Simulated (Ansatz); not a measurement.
# GaAs wire along [111], 38 atoms a period, H-terminated: bands along the axis

Aim: is the GaAs wire along [111], 38 atoms a period, H-terminated a metal or a semiconductor?

Program: Ansatz 0.2.0. Level of theory: DFT PBE, plane waves, PAW; relaxation of a wire's period; PAW set soft_1, in the first sound run; inputs show where later runs differ. Results are calculated unless marked as measured.

### 1. The starting structure

The cell holds 68 atoms: 19 Ga, 19 As and 30 H. Its edges and angles: a = 17.512 Å, b = 19.141 Å, c = 9.959 Å, α = 90.0°, β = 90.0°, γ = 90.0°. Vacuum lies along a and b. The structure's axis is c.

### 2. Relaxing the period

Band widths follow the bond lengths, so the wire is relaxed first. The atoms and the third cell vector are free; the box across stays fixed as vacuum. A Fermi-Dirac smearing is set since the result may be a metal. The pressure printed is a third of the stress's trace over the whole box, vacuum included; only the stress along the axis is relaxed.

The input, input.yaml:

```yaml
crystal:
  lattice:
    - [17.512, 0.0, 0.0]
    - [0.0, 19.141, 0.0]
    - [0.0, 0.0, 9.9592921435]
  atoms:
    - { symbol: Ga, position: [0.267820043, 0.500731081, 0.0] }
    - { symbol: Ga, position: [0.383907983, 0.684689156, 0.0] }
    - { symbol: Ga, position: [0.499995922, 0.500731081, 0.0] }
    - { symbol: Ga, position: [0.616083862, 0.684689156, 0.0] }
    - { symbol: As, position: [0.267820043, 0.500731081, 0.25] }
    - { symbol: As, position: [0.383907983, 0.316773007, 0.25] }
    - { symbol: As, position: [0.383907983, 0.684689156, 0.25] }
    - { symbol: As, position: [0.499995922, 0.500731081, 0.25] }
    - { symbol: As, position: [0.616083862, 0.316773007, 0.25] }
    - { symbol: As, position: [0.616083862, 0.684689156, 0.25] }
    - { symbol: As, position: [0.732171801, 0.500731081, 0.25] }
    - { symbol: H, position: [0.194152581, 0.662282035, 0.280451396] }
    - { symbol: H, position: [0.499995922, 0.177629173, 0.280451396] }
    - { symbol: H, position: [0.805839263, 0.662282035, 0.280451396] }
    - { symbol: H, position: [0.19555133, 0.462557683, 0.30187785] }
    - { symbol: H, position: [0.31163927, 0.278599609, 0.30187785] }
    - { symbol: H, position: [0.383907983, 0.761035951, 0.30187785] }
    - { symbol: H, position: [0.616083862, 0.761035951, 0.30187785] }
    - { symbol: H, position: [0.688352575, 0.278599609, 0.30187785] }
    - { symbol: H, position: [0.804440514, 0.462557683, 0.30187785] }
    - { symbol: Ga, position: [0.267820043, 0.623369798, 0.333333333] }
    - { symbol: Ga, position: [0.383907983, 0.439411723, 0.333333333] }
    - { symbol: Ga, position: [0.499995922, 0.623369798, 0.333333333] }
    - { symbol: Ga, position: [0.499995922, 0.255453648, 0.333333333] }
    - { symbol: Ga, position: [0.616083862, 0.439411723, 0.333333333] }
    - { symbol: Ga, position: [0.732171801, 0.623369798, 0.333333333] }
    - { symbol: As, position: [0.267820043, 0.623369798, 0.583333333] }
    - { symbol: As, position: [0.383907983, 0.439411723, 0.583333333] }
    - { symbol: As, position: [0.499995922, 0.623369798, 0.583333333] }
    - { symbol: As, position: [0.499995922, 0.255453648, 0.583333333] }
    - { symbol: As, position: [0.616083862, 0.439411723, 0.583333333] }
    - { symbol: As, position: [0.732171801, 0.623369798, 0.583333333] }
    - { symbol: H, position: [0.194152581, 0.417004603, 0.613784729] }
    - { symbol: H, position: [0.267820043, 0.300267889, 0.613784729] }
    - { symbol: H, position: [0.42632846, 0.784920752, 0.613784729] }
    - { symbol: H, position: [0.573663384, 0.784920752, 0.613784729] }
    - { symbol: H, position: [0.732171801, 0.300267889, 0.613784729] }
    - { symbol: H, position: [0.805839263, 0.417004603, 0.613784729] }
    - { symbol: H, position: [0.19555133, 0.5851964, 0.635211184] }
    - { symbol: H, position: [0.267820043, 0.699716593, 0.635211184] }
    - { symbol: H, position: [0.427727209, 0.217280251, 0.635211184] }
    - { symbol: H, position: [0.572264635, 0.217280251, 0.635211184] }
    - { symbol: H, position: [0.732171801, 0.699716593, 0.635211184] }
    - { symbol: H, position: [0.804440514, 0.5851964, 0.635211184] }
    - { symbol: Ga, position: [0.267820043, 0.378092365, 0.666666667] }
    - { symbol: Ga, position: [0.383907983, 0.562050439, 0.666666667] }
    - { symbol: Ga, position: [0.499995922, 0.378092365, 0.666666667] }
    - { symbol: Ga, position: [0.499995922, 0.746008514, 0.666666667] }
    - { symbol: Ga, position: [0.616083862, 0.562050439, 0.666666667] }
    - { symbol: Ga, position: [0.732171801, 0.378092365, 0.666666667] }
    - { symbol: As, position: [0.267820043, 0.378092365, 0.916666667] }
    - { symbol: As, position: [0.383907983, 0.562050439, 0.916666667] }
    - { symbol: As, position: [0.499995922, 0.378092365, 0.916666667] }
    - { symbol: As, position: [0.499995922, 0.746008514, 0.916666667] }
    - { symbol: As, position: [0.616083862, 0.562050439, 0.916666667] }
    - { symbol: As, position: [0.732171801, 0.378092365, 0.916666667] }
    - { symbol: H, position: [0.194152581, 0.539643319, 0.947118062] }
    - { symbol: H, position: [0.310240521, 0.723601394, 0.947118062] }
    - { symbol: H, position: [0.383907983, 0.238948531, 0.947118062] }
    - { symbol: H, position: [0.616083862, 0.238948531, 0.947118062] }
    - { symbol: H, position: [0.689751324, 0.723601394, 0.947118062] }
    - { symbol: H, position: [0.805839263, 0.539643319, 0.947118062] }
    - { symbol: H, position: [0.19555133, 0.339918967, 0.968544517] }
    - { symbol: H, position: [0.499995922, 0.82235531, 0.968544517] }
    - { symbol: H, position: [0.804440514, 0.339918967, 0.968544517] }
    - { symbol: Ga, position: [0.383907983, 0.316773007, 0.0] }
    - { symbol: Ga, position: [0.616083862, 0.316773007, 0.0] }
    - { symbol: Ga, position: [0.732171801, 0.500731081, 0.0] }
kpoints:
  mp_grid: { grid: [1, 1, 9] }
scf:
  occupations: { method: fermi_dirac, width: 0.05 }
hamiltonian:
  xc: pbe
  pseudopotentials: { kind: paw, azcp: { folder: soft_1 } }
relax:
  cell: { fix: [a, b, alpha, beta, gamma] }
  max_steps: 45
  f_tol: 0.03
```

On the command line:

```console
$ ansatz run input.yaml --threads 4 --pin off --max-ram 16384MiB --backend cpu --events-out ev --progress --plain --runs-dir out
```

Numbers of over 12 decimals in the logs are rounded to 6 here.

Output:

```text
Engine: ansatz 0.2.0, aarch64-unknown-linux-gnu
Pseudopotentials: kind: paw
Pseudopotential: Ga, paw, valence charge 13, recommended cutoff 420 eV (normal), soft_1/Ga.paw.azcp
Pseudopotential: As, paw, valence charge 15, recommended cutoff 420 eV (normal), soft_1/As.paw.azcp
Pseudopotential: H, paw, valence charge 1, recommended cutoff 420 eV (normal), soft_1/H.paw.azcp
Functional definition: PBE
  parameter kappa = 0.804
  parameter beta = 0.066725
  exchange = pbe_x(kappa = kappa, mu = beta*pi^2/3)
  correlation = pbe_c(beta = beta)
Crystal: 68 atoms, lattice volume = 3338.327 Å³
Basis set: ecut = 420 eV, 65269 PW (Γ), exchange–correlation on 240×256×144 points (8 copies of the dense FFT grid, shifted against one another)
Bands: 349, of which v1, the nominal top of the filled ones, is band 281 counted from 1 (280 counted from 0)
Symmetry: 2 space group operations
Space group: Pm (ITA 6), of the structure as read, at distance tolerance 1.5e-4 Å
k-points: 5 of 9 (time reversal used)
Non-local potential: Ga, projectors of the file, l = 0: 2, l = 1: 2, l = 2: 3, l = 3: 1
Non-local potential: As, projectors of the file, l = 0: 2, l = 1: 2, l = 2: 3, l = 3: 1
Non-local potential: H, projectors of the file, l = 0: 2, l = 1: 1
PAW form: soft (Blöchl's): semilocal exchange-correlation on the pseudo side does not see the compensation charge
PAW one-centre angular grid: Ga, 590 points (default); XC on 64 Gauss nodes
PAW one-centre angular grid: As, 590 points (default); XC on 64 Gauss nodes
PAW one-centre angular grid: H, 110 points (default); XC on 64 Gauss nodes
Initial density: superposition of atomic densities (neutral atoms: chi_scale 0, normalization atom)
Initial wavefunctions: pseudopotential atomic-orbital guess
Functional: x = pbe(κ = 0.804, μ = 0.219515), c = pbe(β = 0.066725)
SCF iter   1: F=—  HF=-164631.769550 eV  |F-HF|=—  |Δ(HF+E_count)|=         —  Δρ=3.21e-2  dr2=3.27e1  ethr=3.10e-3  ⟨swp⟩=6.0  Hψ=7052  notcnv=0  defer=114
preconditioner: auto → Resta (q_TF=auto, 2.027 Å⁻¹)  ε∞=1.8  [insulator: Δε(μ)=2.299 eV  Ē_g=13.704 eV  σ=0.050 eV  W_gap=1.00  n_scr=468 (ndim 8)  ℏωp=12.4 eV  f_vac=0.592  D(μ)=0.00/eV (n_scr^D=0)  ε∞_Penn≈1.8  vacuum switching on, ρ_ref=1.4e-2 e/Å³]
SCF iter   2: F=—  HF=-164623.582890 eV  |F-HF|=—  |Δ(HF+E_count)|=    8.19e0  Δρ=1.46e-2  dr2=6.48e0  ethr=3.10e-3  ⟨swp⟩=3.0  Hψ=2434  notcnv=0  defer=308
SCF iter   3: F=—  HF=-164622.583125 eV  |F-HF|=—  |Δ(HF+E_count)|=    1.00e0  Δρ=4.04e-3  dr2=1.83e0  ethr=1.15e-3  ⟨swp⟩=3.6  Hψ=3650  notcnv=0  defer=306
SCF iter   4: F=—  HF=-164622.138466 eV  |F-HF|=—  |Δ(HF+E_count)|=   4.45e-1  Δρ=1.51e-3  dr2=1.35e-1  ethr=3.26e-4  ⟨swp⟩=4.8  Hψ=2724  notcnv=0  defer=295
SCF iter   5: F=—  HF=-164622.137387 eV  |F-HF|=—  |Δ(HF+E_count)|=   1.08e-3  Δρ=7.00e-4  dr2=1.90e-2  ethr=2.40e-5  ⟨swp⟩=3.2  Hψ=3036  notcnv=0  defer=288
SCF iter   6: F=—  HF=-164622.137372 eV  |F-HF|=—  |Δ(HF+E_count)|=   1.46e-5  Δρ=2.12e-4  dr2=1.12e-3  ethr=3.38e-6  ⟨swp⟩=2.0  Hψ=2637  notcnv=0  defer=288
SCF iter   7: F=—  HF=-164622.138614 eV  |F-HF|=—  |Δ(HF+E_count)|=   1.24e-3  Δρ=6.81e-5  dr2=2.20e-4  ethr=1.99e-7  ⟨swp⟩=2.0  Hψ=2637  notcnv=0  defer=288
SCF iter   8: F=—  HF=-164622.138770 eV  |F-HF|=—  |Δ(HF+E_count)|=   1.56e-4  Δρ=2.14e-5  dr2=2.70e-5  ethr=3.91e-8  ⟨swp⟩=2.0  Hψ=2637  notcnv=0  defer=288
SCF iter   9: F=—  HF=-164622.138388 eV  |F-HF|=—  |Δ(HF+E_count)|=   3.81e-4  Δρ=1.14e-5  dr2=4.89e-6  ethr=4.80e-9  ⟨swp⟩=2.0  Hψ=2925  notcnv=0  defer=288
SCF iter  10: F=—  HF=-164622.138391 eV  |F-HF|=—  |Δ(HF+E_count)|=   2.58e-6  Δρ=3.14e-6  dr2=5.85e-7  ethr=8.70e-10  ⟨swp⟩=2.0  Hψ=2637  notcnv=0  defer=288
SCF iter  11: F=—  HF=-164622.138392 eV  |F-HF|=—  |Δ(HF+E_count)|=   5.11e-7  Δρ=1.15e-6  dr2=1.81e-7  ethr=1.78e-11  ⟨swp⟩=4.0  Hψ=5755  notcnv=0
SCF iter  12: F=-164622.138392 eV  HF=-164622.138392 eV  |F-HF|=8.91e-9  |Δ(HF+E_count)|=   1.87e-8  Δρ=5.59e-7  dr2=1.32e-8  ethr=1.78e-11  ⟨swp⟩=4.0  Hψ=4737  notcnv=0
SCF 1 converged in 12 iterations: F = -164622.138392 eV  dr2 = 1.32e-8
  greatest PAW one-centre occupation: 0.999 electrons in one spin orbital (limit 2), on the As atom at site 29 (counted from 0), in its partial waves of l = 2
relax step   1: F+E_penalty+E_count = -164622.13839161 eV  Δ(F+E_penalty+E_count) = +0.000e0 eV  max|allowed force component| = 7.528e-1 eV/Å  Δτ_max = 0.0000 Å  P = -0.354 GPa  Ω = 3338.327 Å³  fix = [a, b, alpha, beta, gamma]  reactions: a -0.518, b -0.520 GPa; alpha -0.000 GPa/rad  (12 SCF iters, dr2 threshold 1.00e-7 eV, accepted)
Crystal: 68 atoms, lattice volume = 3337.309 Å³
Basis set: ecut = 420 eV, 65241 PW (Γ), exchange–correlation on 240×256×144 points (8 copies of the dense FFT grid, shifted against one another)
Initial density: handed on by an earlier stage of this run
Initial wavefunctions: those handed on with the density
iter 1 solved again at ethr=3.91e-4 eV; its pass at ethr=3.10e-3 eV (dr2=2.20e0 eV) is discarded
SCF iter   1: F=—  HF=-164624.002218 eV  |F-HF|=—  |Δ(HF+E_count)|=         —  Δρ=1.09e-2  dr2=2.24e0  ethr=3.91e-4  ⟨swp⟩=5.4  Hψ=7283  notcnv=0
preconditioner: auto → Resta (q_TF=auto, 2.027 Å⁻¹)  ε∞=1.8  [insulator: Δε(μ)=2.304 eV  Ē_g=13.826 eV  σ=0.050 eV  W_gap=1.00  n_scr=468 (ndim 8)  ℏωp=12.4 eV  f_vac=0.631  D(μ)=0.00/eV (n_scr^D=0)  ε∞_Penn≈1.8  vacuum switching on, ρ_ref=1.4e-2 e/Å³]
SCF iter   2: F=—  HF=-164623.637715 eV  |F-HF|=—  |Δ(HF+E_count)|=   3.65e-1  Δρ=5.29e-3  dr2=4.49e-1  ethr=3.91e-4  ⟨swp⟩=4.8  Hψ=2853  notcnv=0
SCF iter   3: F=—  HF=-164623.653098 eV  |F-HF|=—  |Δ(HF+E_count)|=   1.54e-2  Δρ=1.48e-3  dr2=2.74e-1  ethr=7.98e-5  ⟨swp⟩=3.0  Hψ=3362  notcnv=0  defer=294
SCF iter   4: F=—  HF=-164623.606283 eV  |F-HF|=—  |Δ(HF+E_count)|=   4.68e-2  Δρ=4.35e-4  dr2=6.86e-3  ethr=4.88e-5  ⟨swp⟩=3.6  Hψ=1884  notcnv=0  defer=294
SCF iter   5: F=—  HF=-164623.607053 eV  |F-HF|=—  |Δ(HF+E_count)|=   7.70e-4  Δρ=1.34e-4  dr2=1.01e-3  ethr=1.22e-6  ⟨swp⟩=2.0  Hψ=2291  notcnv=0  defer=294
SCF iter   6: F=—  HF=-164623.606991 eV  |F-HF|=—  |Δ(HF+E_count)|=   6.19e-5  Δρ=4.91e-5  dr2=8.89e-5  ethr=1.81e-7  ⟨swp⟩=2.0  Hψ=2532  notcnv=0  defer=294
SCF iter   7: F=—  HF=-164623.607003 eV  |F-HF|=—  |Δ(HF+E_count)|=   1.16e-5  Δρ=1.57e-5  dr2=1.04e-5  ethr=1.58e-8  ⟨swp⟩=2.0  Hψ=2406  notcnv=0  defer=294
SCF iter   8: F=-164623.607005 eV  HF=-164623.607005 eV  |F-HF|=1.02e-7  |Δ(HF+E_count)|=   1.72e-6  Δρ=4.78e-6  dr2=7.01e-7  ethr=1.21e-9  ⟨swp⟩=4.0  Hψ=5502  notcnv=0
SCF 2 converged in 8 iterations: F = -164623.607005 eV  dr2 = 7.01e-7
[...]
--- Forces (eV/Å), atoms counted from 1 ---
  atom   1  Ga    -0.00128848     0.00238431     0.00041079
  atom   2  Ga    -0.00277815    -0.00017987     0.00038916
  atom   3  Ga     0.00000000    -0.00002351     0.00034052
  atom   4  Ga     0.00277815    -0.00017987     0.00038916
  atom   5  As    -0.00115535    -0.00139073    -0.00229092
  atom   6  As    -0.00183684    -0.00022249    -0.00227577
  atom   7  As     0.00069668     0.00172904    -0.00229179
  atom   8  As     0.00000000     0.00001739    -0.00229388
  atom   9  As     0.00183684    -0.00022249    -0.00227577
  atom  10  As    -0.00069668     0.00172904    -0.00229179
  atom  11  As     0.00115535    -0.00139073    -0.00229092
  atom  12  H     -0.00159358     0.00092177    -0.00058745
  atom  13  H      0.00000000    -0.00169538    -0.00056355
  atom  14  H      0.00159358     0.00092177    -0.00058745
  atom  15  H      0.00078921     0.00191917     0.00070466
  atom  16  H      0.00205272    -0.00028613     0.00068767
  atom  17  H     -0.00127648    -0.00163761     0.00069897
  atom  18  H      0.00127648    -0.00163761     0.00069897
  atom  19  H     -0.00205272    -0.00028613     0.00068767
  atom  20  H     -0.00078921     0.00191917     0.00070466
  atom  21  Ga     0.00165387    -0.00098606    -0.00069905
  atom  22  Ga    -0.00118497    -0.00075343     0.00588908
  atom  23  Ga     0.00000000     0.00134289     0.00583931
  atom  24  Ga     0.00000000     0.00177681    -0.00070357
  atom  25  Ga     0.00118497    -0.00075343     0.00588908
  atom  26  Ga    -0.00165387    -0.00098606    -0.00069905
  atom  27  As    -0.00664474     0.00387952    -0.00112046
  atom  28  As    -0.00347582    -0.00192737     0.00026275
  atom  29  As     0.00000000     0.00404452     0.00025100
  atom  30  As     0.00000000    -0.00759685    -0.00110435
  atom  31  As     0.00347582    -0.00192737     0.00026275
  atom  32  As     0.00664474     0.00387952    -0.00112046
  atom  33  H      0.00000517    -0.00001188    -0.00026564
  atom  34  H      0.00005755     0.00004262    -0.00023682
  atom  35  H     -0.00000778     0.00002012    -0.00025777
  atom  36  H      0.00000778     0.00002012    -0.00025777
  atom  37  H     -0.00005755     0.00004262    -0.00023682
  atom  38  H     -0.00000517    -0.00001188    -0.00026564
  atom  39  H     -0.00093883    -0.00134331    -0.00076744
  atom  40  H      0.00068325     0.00144031    -0.00078198
[...]
atom  57  H      0.00213637    -0.00168571    -0.00004722
  atom  58  H      0.00256720    -0.00098874    -0.00003194
  atom  59  H     -0.00039909     0.00277712    -0.00002969
  atom  60  H      0.00039909     0.00277712    -0.00002969
  atom  61  H     -0.00256720    -0.00098874    -0.00003194
  atom  62  H     -0.00213637    -0.00168571    -0.00004722
  atom  63  H     -0.00322106    -0.00185301     0.00219027
  atom  64  H      0.00000000     0.00377278     0.00218753
  atom  65  H      0.00322106    -0.00185301     0.00219027
  atom  66  Ga     0.00145426    -0.00237800     0.00041312
  atom  67  Ga    -0.00145426    -0.00237800     0.00041312
  atom  68  Ga     0.00128848     0.00238431     0.00041079
  max |Σ_I F_I| component: 2.39e-6 eV/Å
--- Stress (GPa, compression-positive) ---
        0.000782       0.000000       0.000000
        0.000000      -0.001527      -0.000021
        0.000000      -0.000021      -0.001839
  P = ⅓ Tr σ = -0.0009 GPa (-0.009 kbar)
--- Relaxed structure (6 steps of the walk, 6 accepted, 1 SCFs on fresh bases) ---
  F+E_penalty+E_count = -164623.78924308 eV   max|allowed force component| = 1.501e-2 eV/Å   (the final SCF, on the basis selected at the relaxed cell)
  cell:  # Å, volume = 3340.2518 Å³
    - [17.512, 0.0, 0.0]
    - [0.0, 19.141, 0]
    - [0.0, 0, 9.965035]
  atoms:
    - { symbol: Ga, position: [0.264194, 0.502358, -0.0046521] }
    - { symbol: Ga, position: [0.380560, 0.686767, -0.00464672] }
    - { symbol: Ga, position: [0.5, 0.500731, 0.00257659] }
    - { symbol: Ga, position: [0.619440, 0.686767, -0.00464672] }
    - { symbol: As, position: [0.275087, 0.504056, 0.246229] }
    - { symbol: As, position: [0.390680, 0.320868, 0.246232] }
    - { symbol: As, position: [0.384398, 0.677290, 0.246231] }
    - { symbol: As, position: [0.5, 0.500737, 0.253635] }
    - { symbol: As, position: [0.609320, 0.320868, 0.246232] }
    - { symbol: As, position: [0.615602, 0.677290, 0.246231] }
    - { symbol: As, position: [0.724913, 0.504056, 0.246229] }
    - { symbol: H, position: [0.188240, 0.665397, 0.282146] }
    - { symbol: H, position: [0.5, 0.171395, 0.282081] }
    - { symbol: H, position: [0.811760, 0.665397, 0.282146] }
    - { symbol: H, position: [0.204535, 0.467083, 0.300661] }
    - { symbol: H, position: [0.320410, 0.283448, 0.300665] }
    - { symbol: H, position: [0.384119, 0.751678, 0.300649] }
    - { symbol: H, position: [0.615881, 0.751678, 0.300649] }
    - { symbol: H, position: [0.679590, 0.283448, 0.300665] }
    - { symbol: H, position: [0.795465, 0.467083, 0.300661] }
    - { symbol: Ga, position: [0.262344, 0.626276, 0.325900] }
    - { symbol: Ga, position: [0.386086, 0.440567, 0.343793] }
    - { symbol: Ga, position: [0.5, 0.621088, 0.343784] }
    - { symbol: Ga, position: [0.5, 0.249670, 0.325896] }
    - { symbol: Ga, position: [0.613914, 0.440567, 0.343793] }
    - { symbol: Ga, position: [0.737656, 0.626276, 0.325900] }
    - { symbol: As, position: [0.275738, 0.619189, 0.575937] }
    - { symbol: As, position: [0.381089, 0.437918, 0.591299] }
    - { symbol: As, position: [0.5, 0.626361, 0.591296] }
    - { symbol: As, position: [0.5, 0.263798, 0.575927] }
    - { symbol: As, position: [0.618911, 0.437918, 0.591299] }
    - { symbol: As, position: [0.724262, 0.619189, 0.575937] }
    - { symbol: H, position: [0.192042, 0.421344, 0.615395] }
    - { symbol: H, position: [0.270885, 0.296405, 0.615412] }
    - { symbol: H, position: [0.421158, 0.784437, 0.615422] }
    - { symbol: H, position: [0.578842, 0.784437, 0.615422] }
    - { symbol: H, position: [0.729115, 0.296405, 0.615412] }
    - { symbol: H, position: [0.807958, 0.421344, 0.615395] }
    - { symbol: H, position: [0.203103, 0.588616, 0.634836] }
    - { symbol: H, position: [0.268344, 0.692022, 0.634848] }
    - { symbol: H, position: [0.434747, 0.221518, 0.634801] }
    - { symbol: H, position: [0.565253, 0.221518, 0.634801] }
    - { symbol: H, position: [0.731656, 0.692022, 0.634848] }
    - { symbol: H, position: [0.796897, 0.588616, 0.634836] }
    - { symbol: Ga, position: [0.260542, 0.374238, 0.660496] }
    - { symbol: Ga, position: [0.389747, 0.558973, 0.676138] }
    - { symbol: Ga, position: [0.5, 0.384248, 0.676125] }
    - { symbol: Ga, position: [0.5, 0.753713, 0.660529] }
    - { symbol: Ga, position: [0.610253, 0.558973, 0.676138] }
    - { symbol: Ga, position: [0.739458, 0.374238, 0.660496] }
    - { symbol: As, position: [0.274772, 0.381759, 0.910656] }
    - { symbol: As, position: [0.383499, 0.562273, 0.923762] }
    - { symbol: As, position: [0.5, 0.377646, 0.923754] }
    - { symbol: As, position: [0.5, 0.738687, 0.910680] }
    - { symbol: As, position: [0.616501, 0.562273, 0.923762] }
    - { symbol: As, position: [0.725228, 0.381759, 0.910656] }
    - { symbol: H, position: [0.190081, 0.541625, 0.949735] }
    - { symbol: H, position: [0.306313, 0.725824, 0.949722] }
    - { symbol: H, position: [0.383762, 0.234713, 0.949762] }
    - { symbol: H, position: [0.616238, 0.234713, 0.949762] }
    - { symbol: H, position: [0.693687, 0.725824, 0.949722] }
    - { symbol: H, position: [0.809919, 0.541625, 0.949735] }
    - { symbol: H, position: [0.204929, 0.344864, 0.968355] }
    - { symbol: H, position: [0.5, 0.812469, 0.968383] }
    - { symbol: H, position: [0.795071, 0.344864, 0.968355] }
    - { symbol: Ga, position: [0.383632, 0.313079, -0.00464617] }
    - { symbol: Ga, position: [0.616368, 0.313079, -0.00464617] }
    - { symbol: Ga, position: [0.735806, 0.502358, -0.0046521] }
[key lines of the parts left out:]
SCF converged after 6 iterations
Free energy (F): -164623.789243 eV
Fermi energy:    -0.713042 eV
```

Run time: 28 min. Hardware: 4 threads of Arm Neoverse V1, shared host; peak memory 11 GiB; 1.9 h of CPU time.

Step by step:

```tsv
step	energy less that of the first step (eV)	largest force component (eV/Å)	pressure (GPa)	volume (Å³)
1	0.0000	0.7528	-0.35	3338.33
2	-1.4686	0.4232	-0.18	3337.31
3	-1.6374	0.1223	-0.03	3335.96
4	-1.6490	0.0312	0.01	3337.94
5	-1.6496	0.0524	0.00	3340.33
6	-1.6506	0.0150	0.00	3340.25
7*	-1.6509	0.0150	0.00	3340.25
```

Relaxation steps marked * repeat the geometry before them on a plane-wave basis chosen anew for their cell, so energy and pressure can jump there.

Forces are held to the 2 operations that the run works with; a distortion that breaks them can't arise in this run.

```tsv
cell as run	before	after	change
c (Å)	9.959	9.965	+0.1 %
```

The atoms that moved most (Å, along periodic axes as changes of fractional coordinates times the final cell, across vacuum about the mean position):

```tsv
atom	dx	dy	dz	length
H63	0.164	0.095	-0.002	0.189
H65	-0.164	0.095	-0.002	0.189
H64	0.000	-0.189	-0.002	0.189
H15	0.157	0.087	-0.012	0.180
H20	-0.157	0.087	-0.012	0.180
H19	-0.154	0.093	-0.012	0.180
H16	0.154	0.093	-0.012	0.180
H18	-0.004	-0.179	-0.012	0.180
```

This step gave:

```yaml
cell_length_along_the_wire: 9.965 Å
```

The cell's length comes to 9.965 Å with spin left out.

[end of part 1 of 2]

[Logs are printed without paths, hosts, clocks, repeated set-up lines and the standing remarks that a program may print on its own settings, such as how far it seeks lower states.]

[Hosts, paths, dates, database ids (printed as entryN), source tags and the programs' standing remarks are cut or masked in the printed files.]
